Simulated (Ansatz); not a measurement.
# Screening in ZrSe3 (P2_1/m), part 2 of 2

How strongly does ZrSe3 (P2_1/m) screen? Routes: perturbation theory, a sum over states and the RPA step of G0W0.

Ansatz 0.2.0; linear response on r2SCAN, plane waves, PAW. Known limits of the many-body steps: not at the basis limit; no spin-orbit coupling; coarse k mesh.

So far. Step 2 (Response to a homogeneous field): One over ε∞ averages 0.11, well under the quarter of exact exchange in PBE0, which by this rule of thumb may open the gap too far. Step 3 (Independent-particle spectrum): The sum gives ε∞ = 13.12, 10.44 and 8.47 without local fields.

## Step 3: Independent-particle spectrum (continued)

Level of this step: independent-particle optics on r2SCAN, plane waves, PAW (Ansatz).

The ε₂ has structure finer than the step of the table below, so its rows give means over 0.5 eV, whole bins alone (the curve runs from 0 to 25 eV). Peaks (eV: height): xx 2.80: 11.8, 4.00: 22.7; yy 1.80: 7.12, 4.10: 12.9, 9.80: 4.60; zz 4.00: 12.0, 5.70: 12.2, 8.90: 5.18.

Independent particles, no local fields, Gaussian width 0.2 eV. ε₂ against photon energy; means over each step:

```
photon energy (eV)      xx      yy      zz
               0.5  9.6e-4  7.3e-4  9.9e-5
               1.0   0.441   0.162  0.0499
               1.5    2.87    3.34   0.789
               2.0    6.18    5.73    2.19
               2.5    10.2    3.81    2.82
               3.0    10.7    6.93    3.67
               3.5    12.8    9.15    5.85
               4.0    21.6    12.2    11.1
               4.5    18.7    11.7    9.83
               5.0    11.9    10.5    9.31
               5.5    7.50    9.53    10.8
               6.0    6.83    8.46    10.1
               6.5    7.12    7.68    6.73
               7.0    5.41    4.38    4.24
               7.5    3.79    3.20    2.93
               8.0    3.55    3.29    3.57
               8.5    4.24    3.18    4.44
               9.0    4.63    3.56    4.93
               9.5    4.77    4.13    4.30
              10.0    3.94    4.07    3.93
              10.5    3.80    3.30    3.31
              11.0    3.46    3.23    2.99
              11.5    2.85    3.39    3.27
              12.0    2.15    3.30    3.15
              12.5    1.53    2.74    3.07
              13.0    1.42    2.43    2.81
              13.5    1.22    2.27    2.62
              14.0    1.02    1.82    2.12
              14.5   0.864    1.52    1.69
              15.0   0.684    1.34    1.37
              15.5   0.618    1.22    1.08
              16.0   0.569   0.977   0.901
              16.5   0.535   0.816   0.771
              17.0   0.454   0.621   0.640
              17.5   0.389   0.561   0.523
              18.0   0.351   0.507   0.433
              18.5   0.339   0.375   0.398
              19.0   0.286   0.314   0.368
              19.5   0.243   0.281   0.332
              20.0   0.215   0.255   0.294
              20.5   0.203   0.226   0.268
              21.0   0.193   0.212   0.273
              21.5   0.183   0.213   0.251
              22.0   0.168   0.204   0.216
              22.5   0.154   0.189   0.188
              23.0   0.146   0.164   0.169
              23.5   0.137   0.151   0.157
              24.0   0.121   0.141   0.147
              24.5   0.111   0.126   0.139
```

Independent particles, no local fields, Gaussian width 0.2 eV. Table of loss function by photon energy; read off at these points:

```
photon energy (eV)       xx      yy      zz
               0.0        0       0       0
               1.0  0.00105  6.6e-4  2.7e-4
               2.0   0.0185  0.0485  0.0206
               3.0   0.0440  0.0327  0.0295
               4.0   0.0395  0.0555  0.0538
               5.0   0.0673  0.0922  0.0899
               6.0    0.146   0.123  0.0965
               7.0    0.146   0.167   0.193
               8.0    0.285   0.303   0.248
               9.0    0.217   0.267   0.197
              10.0    0.224   0.238   0.248
              11.0    0.216   0.309   0.340
              12.0    0.223   0.286   0.315
              13.0    0.347   0.357   0.325
              14.0    0.416   0.378   0.326
              15.0    0.552   0.484   0.399
              16.0    0.889   0.565   0.552
              17.0     1.21   0.788   0.781
              18.0     2.20    1.16    1.36
              19.0     3.31    2.35    2.33
              19.8     4.31    3.69    3.18
              20.0     4.10    3.88    3.41
              20.3     3.59    4.15    3.60
              21.0     2.48    3.18    2.88
              22.0     1.50    1.96    2.27
              23.0    0.874    1.21    1.24
              24.0    0.543   0.726   0.724
              25.0    0.345   0.416   0.459
```

## Step 4: RPA screening from the G0W0 run

Now the one-shot GW correction: screening in the RPA, then the self-energy of the levels asked for.

This step: G0W0 on r2SCAN, plane waves, PAW.

Input file input.yaml:

```yaml
crystal:
  lattice:
    - [5.4109, 0.0, 0.0]
    - [0.0, 3.7488, 0.0]
    - [-1.2294209091, 0.0, 9.3636349901]
  atoms:
    - { symbol: Zr, position: [0.285, 0.25, 0.656] }
    - { symbol: Zr, position: [0.715, 0.75, 0.344] }
    - { symbol: Se, position: [0.762, 0.25, 0.554] }
    - { symbol: Se, position: [0.238, 0.75, 0.446] }
    - { symbol: Se, position: [0.456, 0.25, 0.174] }
    - { symbol: Se, position: [0.544, 0.75, 0.826] }
    - { symbol: Se, position: [0.888, 0.25, 0.169] }
    - { symbol: Se, position: [0.112, 0.75, 0.831] }
kpoints:
  mp_grid: { grid: [4, 4, 2] }
hamiltonian:
  xc: r2scan
scf:
  occupations: { method: fixed }
gw:
  n_empty_bands: 955
  ecut_chi: 170.0
  qp_bands: [v2, c2]
  qp_kpoints: band_edges
  screening: { model: contour_deformation }
```

Command:

```
ansatz run input.yaml --threads 3 --pin off --max-ram 92160MiB --backend cuda --events-out ev --progress --plain --runs-dir out --devices 1 --max-vram 13GiB
```

Numbers of over 12 decimals in the logs are rounded to 6 here.

The log of the run:

```text
GPUs: using 1 of 1 available (devices: 1).
[...]
GPU FFT provider: cuFFT
GPU libraries: cuBLAS 13.8.2, cuFFT 12.4.0, cuSOLVER 12.3.4
Crystal: 8 atoms, lattice volume = 189.936 Å³
Basis set: ecut = 500 eV, 4769 PW (Γ), exchange–correlation on 160×120×288 points (64 copies of the dense FFT grid, shifted against one another)
Bands: 72, of which v1, the nominal top of the filled ones, is band 60 counted from 1 (59 counted from 0)
[...]
1    62     10.9543   -10.0455    -4.9235   -15.1308  0.7467    11.1167    11.1161  root
[...]
17    59      7.9319   -17.3170     1.6452   -15.2277  0.7432     7.4814     7.4878  root
    17    60      7.9319   -17.3170     1.6452   -15.2277  0.7432     7.4814     7.4878  root
    17    61     10.2469   -10.7604    -3.6108   -14.6685  0.7637    10.5460    10.5442  root
    17    62     10.2469   -10.7604    -3.6108   -14.6685  0.7637    10.5460    10.5442  root
[key lines of the parts left out:]
SCF converged after 8 iterations
Free energy (F): -41268.592387 eV
Fermi energy:    9.322633 eV
```

Run time: 3 min. Hardware: 1 × NVIDIA H100 80GB HBM3 (shared by 6 runs) with 3 threads of AMD EPYC 7R13 (Zen 3), shared host; peak memory 5.6 GiB.

This step gave:

- bands summed: 1015
- RPA ε∞ on this mesh (eigenvalues): 5.896, 10.88, 11.85
- plane waves in the screening matrix: 941
- G0W0 gap on the mesh: 1.250 eV
- k of the valence top: 0, 0, 0
- k of the conduction bottom: -0.5, 0, 0
- starting gap on the mesh: 0.6314 eV
- least direct G0W0 gap on the computed points: 1.547 eV

The gap on the mesh goes from 0.63 eV to 1.25 eV, a correction of +0.62 eV. Between the two edge states, bare exchange in place of the xc potential would open the gap by 5.28 eV, and correlation takes back 4.66 eV.

Mean over the mesh in bins of 0.25 1/Å. The static inverse dielectric function, diagonal by length of q+G:

```csv
length of q+G (Å⁻¹),"static inverse dielectric function, diagonal"
0.31,0.163
0.52,0.185
0.76,0.249
1.01,0.324
1.27,0.401
1.50,0.469
1.75,0.542
2.01,0.609
2.25,0.668
2.50,0.715
2.74,0.755
3.00,0.791
3.25,0.821
3.50,0.847
3.76,0.871
4.00,0.892
4.25,0.910
4.50,0.925
4.75,0.938
5.01,0.949
5.25,0.957
5.50,0.965
5.75,0.971
6.00,0.976
6.25,0.980
6.50,0.984
6.65,0.986
```

## Step 5: The values together

Times are wall times on 1 × NVIDIA H100 80GB HBM3 (shared by 6 runs) with 3 threads of AMD EPYC 7R13 (Zen 3), shared host. The host was busy with other work, so they are no guide to cost.

```csv
method,mesh,"ε∞, low",middle,high,mean,time
perturbation theory (local fields and xc kernel),4×6×2 (response on 840 points),6.39,10.32,11.56,9.42,4 min
sum over states (no local fields),4×6×4,8.47,10.44,13.12,10.67,3 min
"RPA with local fields, on the GW mesh",4×4×2,5.90,10.88,11.85,9.54,3 min
```

## Step 6: What came out

```json
{
 "perturbation theory (local fields and xc kernel)": "6.39, 10.32, 11.56",
 "sum over states (no local fields)": "8.47, 10.44, 13.12",
 "RPA with local fields, on the GW mesh": "5.90, 10.88, 11.85"
}
```

In words: Mean Born effective charge: Zr1 3.34, Se3 -1.87, Se5 -0.78, Se7 -0.70 e. The most distinct maxima of the ε₂ (xx) lie at 2.8 and 4.0 eV, the highest at 4 eV. The loss function (xx) has its highest peak at 19.8 eV. The sum without local fields gives 10.67 in the mean against 9.42 by perturbation theory; local fields lower ε∞ and the xc kernel gives part of it back, though the sum also carries the error of its own mesh. The RPA values on the 4×4×2 mesh average 1.01 times those of perturbation theory (means 9.54 and 9.42, which can hide unlike anisotropies). Without the xc kernel RPA should lie a little lower; it lies higher here. Perturbation theory sums its response on a denser mesh of its own, so the coarser sum of the GW run is the likely cause. r2SCAN usually puts the gap too low, which tends to raise ε∞. Ions are clamped, so the lattice part of the static constant is not in these numbers.

[Paths, hosts, dates, memory and timing lines, banners, echoed tables and standing remarks are left out of the program output.]

[Logs are printed without paths, hosts, clocks, repeated set-up lines and the standing remarks that a program may print on its own settings, such as how far it seeks lower states.]

[Runs of the session that timed out or met a known fault of the program may be left out.]

[Cells called generated may have been cut or substituted from an entry of the Crystallography Open Database or the Materials Project.]

[Hosts, paths, dates, database ids (printed as entryN), source tags and the programs' standing remarks are cut or masked in the printed files.]
